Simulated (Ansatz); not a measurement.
# SrInSn (built on the sites of a database entry of SrAlGe): phonons and vibrational spectra, part 2 of 3

Aim: the vibrations of SrInSn (built on the sites of a database entry of SrAlGe), their spectra, and whether the structure is stable.

Ansatz 0.2.0; DFT PBE+D3(BJ), scalar-relativistic, plane waves, PAW.

So far. Step 3 (Tight relaxation): The forces vanish by symmetry and the pressure is -0.001 GPa, within the tolerances set. The cell now holds 31.28 Å³/atom. The relaxed cell has a = 4.827, c = 4.650 Å (conventional setting).

The structure was built from a prototype and need not be the compound's stable phase.

**4. Zone-centre response**

The zone centre comes first: it holds the modes that light can see, as far as symmetry allows. No field response is asked, since the mesh shows no gap.

input.yaml reads:

```yaml
crystal:
  lattice:
    - [4.8274933998, 0.0, 0.0]
    - [-2.4137466999, 4.1807319208, 0.0]
    - [0.0, 0.0, 4.6501985837]
  atoms:
    - { symbol: Sr, position: [0.0, 0.0, 0.0] }
    - { symbol: In, position: [0.6666666667, 0.3333333333, 0.5] }
    - { symbol: Sn, position: [0.3333333333, 0.6666666667, 0.5] }
kpoints:
  mp_grid: { grid: [10, 10, 8] }
hamiltonian:
  xc: pbe
  dispersion: d3bj
scf:
  occupations: { method: methfessel_paxton, width: 0.15 }
output:
  eigenvalues: true
phonons:
  method: dfpt
```

On the command line:

```sh
> ansatz run input.yaml --threads 8 --pin off --max-ram 14336MiB --backend cpu --events-out ev --progress --plain --runs-dir out
```

Numbers of over 12 decimals in the logs are rounded to 6 here.

What it wrote:

```text
zone centre: on kpoints.mp_grid the ground state, and the responses unless they are solved on pairs of k-points, stand on 155 of the mesh's 800 k-points, reduced under 4 symmetry operations, with k and −k counted as one. Each operation leaves every solved displacement unchanged or reverses it
[...]
Crystal: 3 atoms, lattice volume = 93.852 Å³
Basis set: ecut = 420 eV, 1803 PW (Γ), exchange–correlation on 72×72×64 points (8 copies of the dense FFT grid, shifted against one another)
Bands: 23, of which v1, the nominal top of the filled ones, is band 19 counted from 1 (18 counted from 0)
Symmetry: 12 space group operations
k-points: 155 of 800 (irreducible under 4 space group operations, time reversal used)
[...]
SCF iter   1: F=—  HF=-15168.447988 eV  |F-HF|=—  |Δ(HF+E_count)|=         —  Δρ=2.84e-3  dr2=2.87e-2  ethr=1.77e-3  ⟨swp⟩=8.1  Hψ=20322  notcnv=0
[...]
SCF iter  11: F=-15168.437251 eV  HF=-15168.437251 eV  |F-HF|=5.46e-12  |Δ(HF+E_count)|=  3.09e-11  S|Δr|=    0.00e0  Δρ=7.01e-8  dr2=5.13e-12  ethr=1.00e-12  ⟨swp⟩=7.6  Hψ=18009  notcnv=0
the search or the solves at the SCF's close seem to have found levels that the self-consistency loop had missed (the run counts 2). By its estimate they hold under 1e-12 electrons; where the run keeps them, the occupations were computed again with them
SCF 1 converged in 11 iterations: F = -15168.437251 eV  dr2 = 5.13e-12
[...]
DFPT response loops at Γ: preconditioner auto → Kerker (q_TF=auto, 2.336 Å⁻¹) (partly filled bands, converged f_vac=0.000); β = 1.00, the filter's whole step (`scf.mixing.beta` (0.50) is not read by the response loops under this deck's `scf.mixing.preconditioner`; to damp them name `kerker` or `kerker_dos`, under which they read `scf.mixing.beta`, and type it under 1.00, their step now; both keys bind the ground state too); Broyden in place of MSR1
SCF converged after 11 iterations
[...]
Free energy (F): -15168.437251 eV
[...]
Internal energy: -15168.436069 eV  (E = F + TS)
E sigma→0 (E₀):  -15168.436955 eV
Entropy (-TS):   -0.001182 eV (-0.394 meV/atom)
Fermi energy:    9.074963 eV
Step filling:    the computed levels leave a gap of 0.0000 eV = 0.0 smearing widths at the electron count; against every level under it full and every level over it empty, smearing changes F+E_penalty+E_count by +0.444 meV and its σ→0 estimate by +0.740 meV
[...]
--- Band table (eV; the first three rows and the last of 155) ---
  k-point 0: bands = [... 15 lower, 7.7706, 7.7706, 7.8770, 8.1643, 9.6774, 11.3904, 11.3904, 12.0902]
  k-point 1: bands = [... 15 lower, 7.3652, 7.8467, 7.8467, 7.9896, 10.3206, 10.9974, 10.9974, 12.5907]
  k-point 2: bands = [... 15 lower, 6.3092, 8.0524, 8.0524, 8.1639, 10.4784, 10.4784, 11.2186, 12.4280]
  k-point 154: bands = [... 15 lower, 3.4900, 6.2139, 6.9683, 8.2877, 10.7913, 11.7069, 12.8071, 13.2313]
--- Phonons (Γ-DFPT): 6 representative perturbations + reference, on 155 of 800 k-points (Σ response iterations 18) ---
  k mesh reduced under 4 symmetry operations, with k and −k counted as one. Each operation leaves every solved displacement unchanged or reverses it
  ASR residual: 2.508e-4 → 0.000e0 eV/Å²; symmetrization residual: 6.413e-5 eV/Å²
  pairwise dispersion correction: d3bj (s6 = 1.0, s8 = 0.7875, a1 = 0.4289, a2_bohr = 4.4407), with the weights of each atom's references fixed at the reference crystal's, and the forces and stress that the weights' published response gives there kept as a pressure on the atom's counted neighbours (hamiltonian.dispersion)
  ASR residual per site (eV/Å²): 2.51e-4 4.48e-5 6.19e-5
  Γ frequencies (cm⁻¹): -66.53 0.00 0.00 0.00 97.28 97.28 108.67 185.47 185.47
  non-analytic LO–TO correction: not included (Born effective charges unavailable; polar crystals: no LO–TO splitting at Γ)
```

It took 32 s on 8 threads of Arm Neoverse V2, shared host; peak memory 1.5 GiB; 3.8 min of CPU time.

Numbers from this step:

| Property | Result |
| --- | --- |
| sum-rule residual before enforcement | 2.51e-4 eV/Å² |
| point group | -6m2 |
| highest optical mode at the zone centre (no LO-TO term) | 185.5 cm⁻¹ |
| lowest optical zone-centre mode | -66.53 cm⁻¹ |

Patterns of degenerate modes are one choice out of their space. The modes at Γ (shares of kinetic energy by element, %) (negative means imaginary):

```
mode  frequency (cm⁻¹)  symmetry  Sr %  In %  Sn %
   1             -66.5      A2''     0    53    47
   2               0.0  acoustic    27    36    37
   3               0.0  acoustic    27    36    37
   4               0.0  acoustic    27    36    37
   5              97.3        E'    73    13    14
   6              97.3        E'    73    13    14
   7             108.7      A2''    73    11    16
   8             185.5        E'     0    51    49
   9             185.5        E'     0    51    49
```

Displacements in mode 1 (-66.5 cm⁻¹), the largest set to 1:
```
Sr1  0.00  0.00 -0.06
In2  0.00  0.00  1.00
Sn3  0.00  0.00 -0.92
```

Displacements in mode 9 (185.5 cm⁻¹), the largest set to 1:
```
Sr1  0.00 -0.01  0.00
In2  0.00  1.00  0.00
Sn3  0.00 -0.96  0.00
```

Before it was imposed, the acoustic sum rule was missed by 2.5e-4 eV/Å². Small misses are needed for a sound result but don't prove that mesh and cutoff are converged. The lowest optical mode is imaginary, 66.5i cm⁻¹, so the energy falls along it.

**5. Phonons on a q mesh**

Stability and thermal properties need the whole zone. Linear response on a 2×2×2 q mesh gives force constants as far as a supercell of that size would.

Changes to input.yaml since step 4:

```diff
@@ -20 +20,9 @@
   method: dfpt
+  qmesh: [2, 2, 2]
+  temperatures: { t_max: 1000, t_step: 50 }
+  qpath:
+    path:
+      - [[0.0, 0.0, 0.0], [0.5, 0.0, 0.0], [0.33333333, 0.33333333, 0.0], [0.0, 0.0, 0.0], [0.0, 0.0, 0.5], [0.5, 0.0, 0.5], [0.33333333, 0.33333333, 0.5], [0.0, 0.0, 0.5]]
+      - [[0.5, 0.0, 0.5], [0.5, 0.0, 0.0]]
+      - [[0.33333333, 0.33333333, 0.5], [0.33333333, 0.33333333, 0.0]]
+    npoints: 10
```

What it wrote:

```text
[...]
Crystal: 3 atoms, lattice volume = 93.852 Å³
Basis set: ecut = 420 eV, 1803 PW (Γ), exchange–correlation on 72×72×64 points (8 copies of the dense FFT grid, shifted against one another)
Bands: 23, of which v1, the nominal top of the filled ones, is band 19 counted from 1 (18 counted from 0)
Symmetry: 12 space group operations
k-points: 70 of 800 (time reversal used)
[...]
SCF iter   1: F=—  HF=-15168.447947 eV  |F-HF|=—  |Δ(HF+E_count)|=         —  Δρ=2.84e-3  dr2=2.86e-2  ethr=1.77e-3  ⟨swp⟩=8.0  Hψ=9075  notcnv=0
[...]
SCF iter  11: F=-15168.437251 eV  HF=-15168.437251 eV  |F-HF|=0.00e0  |Δ(HF+E_count)|=  2.91e-11  S|Δr|=    0.00e0  Δρ=7.08e-8  dr2=5.26e-12  ethr=1.00e-12  ⟨swp⟩=7.6  Hψ=8161  notcnv=0
[...]
SCF 1 converged in 11 iterations: F = -15168.437251 eV  dr2 = 5.26e-12
[...]
phonons: the bands overlap, so this run is a metal and interpolates without the dipole-dipole term. If the crystal is really an insulator or semiconductor, its LO-TO splitting is missing
NSCF: frozen V_eff on 70 k-points
WARN: eigensolver did not converge in 2 slots of this pass, the one above among them; of largest residual over every band (k=5): 1 band(s) unlocked (lowest unlocked band 22, counted from 0; max residual 1.07e-5 eV among the unlocked bands, 1.07e-5 eV over every band); of lowest unlocked band (k=5): band 22
[...]
DFPT response loops at q = (0, 0, 0) (fractional): preconditioner auto → Kerker (q_TF=auto, 2.336 Å⁻¹) (partly filled bands, converged f_vac=0.000); β = 1.00, the filter's whole step (`scf.mixing.beta` (0.50) is not read by the response loops under this deck's `scf.mixing.preconditioner`; to damp them name `kerker` or `kerker_dos`, under which they read `scf.mixing.beta`, and type it under 1.00, their step now; both keys bind the ground state too); Broyden in place of MSR1
[...]
SCF converged after 11 iterations
[...]
Free energy (F): -15168.437251 eV
[...]
Internal energy: -15168.436069 eV  (E = F + TS)
E sigma→0 (E₀):  -15168.436955 eV
Entropy (-TS):   -0.001182 eV (-0.394 meV/atom)
Fermi energy:    9.074963 eV
[...]
--- Band table (eV; the first three rows and the last of 70) ---
  k-point 0: bands = [... 15 lower, 7.7706, 7.7706, 7.8770, 8.1643, 9.6774, 11.3904, 11.3904, 12.0902]
  k-point 1: bands = [... 15 lower, 7.3652, 7.8467, 7.8467, 7.9896, 10.3206, 10.9974, 10.9974, 12.5907]
  k-point 2: bands = [... 15 lower, 6.3092, 8.0524, 8.0524, 8.1639, 10.4784, 10.4784, 11.2186, 12.4280]
  k-point 69: bands = [... 15 lower, 3.0589, 5.9578, 7.3599, 8.0639, 11.1646, 11.6369, 12.5005, 13.6025]
--- Phonons (Γ-DFPT): 6 representative perturbations + reference (Σ response iterations 18) ---
  ASR residual: 2.666e-4 → 0.000e0 eV/Å²; symmetrization residual: 6.376e-5 eV/Å²
[...]
ASR residual per site (eV/Å²): 2.67e-4 5.10e-5 6.26e-5
  Γ frequencies (cm⁻¹): -66.53 0.00 0.00 0.00 97.28 97.28 108.67 185.47 185.47
--- Phonons (arbitrary-q DFPT): 4 irreducible q on the 2×2×2 mesh ---
  q = [0.0000, 0.0000, 0.0000] (star 1, of the zone-centre solve; hermiticity 1.60e-5, symmetrization 7.97e-12): -66.53 -0.00 -0.00 0.00 97.28 97.28 108.67 185.47 185.47
  q = [0.0000, 0.0000, -0.5000] (star 1, 6 solved perturbations in 675 linear systems a pass and spin channel, the states on 155 of 800 k-point pairs; hermiticity 1.40e-5, symmetrization 2.24e-8): -67.26 52.20 52.20 61.99 84.35 84.35 108.04 185.92 185.92
  q = [0.0000, -0.5000, 0.0000] (star 3, 9 solved perturbations on 155 of 800 k-point pairs; hermiticity 1.46e-5, symmetrization 1.46e-13): -48.28 35.38 40.38 74.22 83.15 102.01 123.43 154.48 185.07
[...]
sum rule: each row above includes the acoustic sum rule's correction from the zone centre's row sums; it moved no ω² by more than (0.91 cm⁻¹)²
  mesh force constants: q→R imaginary residual 1.76e-17; ASR residual 2.666e-4 → 0.000e0 eV/Å²; symmetrization residual 8.882e-15 eV/Å²
  interpolated dispersion: 93 rows × 9 modes
  density of states and harmonic sums: on the 16×16×14 q-mesh, interpolated from the force constants of a 2×2×2 supercell (no non-analytic term)
  largest difference from the sums on the solved wave vectors: F 1.02e-1 eV, S 1.34e-4 and C_V 3.18e-5 eV/K
  zero-point energy: 0.049259 eV/cell   skipped modes (ω ≤ 0): 245, of them read as no rigid motion or as one in doubt: 242 (1.005e0 modes/cell left out, lowest -67.26 cm⁻¹)   left out of the sums: 1.12e-1 of the cell's modes: C_V's classical limit lies that fraction below 3 k_B per atom; for a crystal, a wire or a layer, F and S can be off by more, and a phonons.interpolated_qmesh denser along its periods is the remedy for the sampling
```

Elapsed: 1.9 min, on 8 threads; peak memory 1.3 GiB; 15 min of CPU time.

Numbers from this step:

```yaml
sum_rule_residual_before_enforcement: 2.67e-4 eV/Å²
lowest_frequency_on_the_path: -67.26 cm⁻¹
highest_frequency_on_the_path_or_at_a_solved_wavevector: 186.7 cm⁻¹
lowest_mode_on_the_q_mesh_acoustic_modes_at_gamma_apart: -67.26 cm⁻¹
```

Frequencies (cm⁻¹) solved at each irreducible wavevector; negative means imaginary. Frequencies by wavevector, by row:

```
q in reciprocal lattice units  star  mode 1  mode 2  mode 3  mode 4  mode 5  mode 6  mode 7  mode 8  mode 9
                        0 0 0     1   -66.5       0       0       0    97.3    97.3   108.7   185.5   185.5
                     0 0 -0.5     1   -67.3    52.2    52.2      62    84.3    84.3     108   185.9   185.9
                     0 -0.5 0     3   -48.3    35.4    40.4    74.2    83.2     102   123.4   154.5   185.1
                  0 -0.5 -0.5     3   -58.6    22.6    46.9    83.7    85.9      98   119.1   160.3   182.3
```

Interpolated from a 2×2×2 q mesh. The phonon branches at the labelled points (cm⁻¹):

```
    point  branch 1  branch 2  branch 3  branch 4  branch 5  branch 6  branch 7  branch 8  branch 9
        Γ       -66         0         0         0        97        97       109       186       186
  halfway       -59        25        30        70        90        91       106       176       185
        M       -48        35        40        74        83       102       123       154       185
  halfway       -42        30        48        75        81       102       127       151       185
        K       -30        16        54        75        79       101       137       141       184
  halfway       -56        27        35        77        87        92       105       173       185
        Γ       -66         0         0         0        97        97       109       186       186
  halfway       -67        34        34        43        92        92       109       186       186
        A       -67        52        52        62        84        84       108       186       186
  halfway       -65        47        50        73        84        86       114       175       184
        L       -59        23        47        84        86        98       119       160       182
  halfway       -56        16        51        84        85       100       123       152       185
        H       -54        -8        54        84        85       102       135       136       187
  halfway       -64        43        51        78        84        86       116       171       185
        A       -67        52        52        62        84        84       108       186       186
jump to L       -59        23        47        84        86        98       119       160       182
  halfway       -53        28        44        80        83       100       121       158       184
        M       -48        35        40        74        83       102       123       154       185
jump to H       -54        -8        54        84        85       102       135       136       187
  halfway       -44         8        54        80        81       102       136       138       185
        K       -30        16        54        75        79       101       137       141       184
```

The phonon branches as a text plot (rows in cm⁻¹):

```
    181 |********************************************************
    171 |   **         *             **         *
    160 |     **      *                ***     *     *****
    150 |       *** **                    **  *           *
    139 |          *                        **             ******
    128 |       *** *                      ****           *
    118 |      *     *               ******    ***   *****
    107 |*******      ***************             ***
     97 |***    ****** * ******        *********     ************
     86 |   ******    ***      *******************************
     76 |   ************             *          **     ****   ***
     65 |               *        ** *             ***
     54 |  *      ****   *     *******    ***********      ******
     44 |     ****    *        **    *****      **   ******
     33 | * ******    *** *   *       **                ***
     23 |  **     * ** ***   **         ***   **     ***
     12 |**        *      * *              *                  ***
      1 |*                 *                 *               *
     -9 |                                   *              **
    -20 |
    -30 |          **                                          **
    -41 |        **  *                                        *
    -51 |    ****     **                   ****       ********
    -62 |****           *******************    *******
         Γ     M   K       Γ     A      L   H      A|L   M|H    K
```

(Continued in part 3 of 3.)

[Logs are printed without paths, hosts, clocks, repeated set-up lines and the standing remarks that a program may print on its own settings, such as how far it seeks lower states.]

[Hosts, paths, dates, database ids (printed as entryN), source tags and the programs' standing remarks are cut or masked in the printed files.]
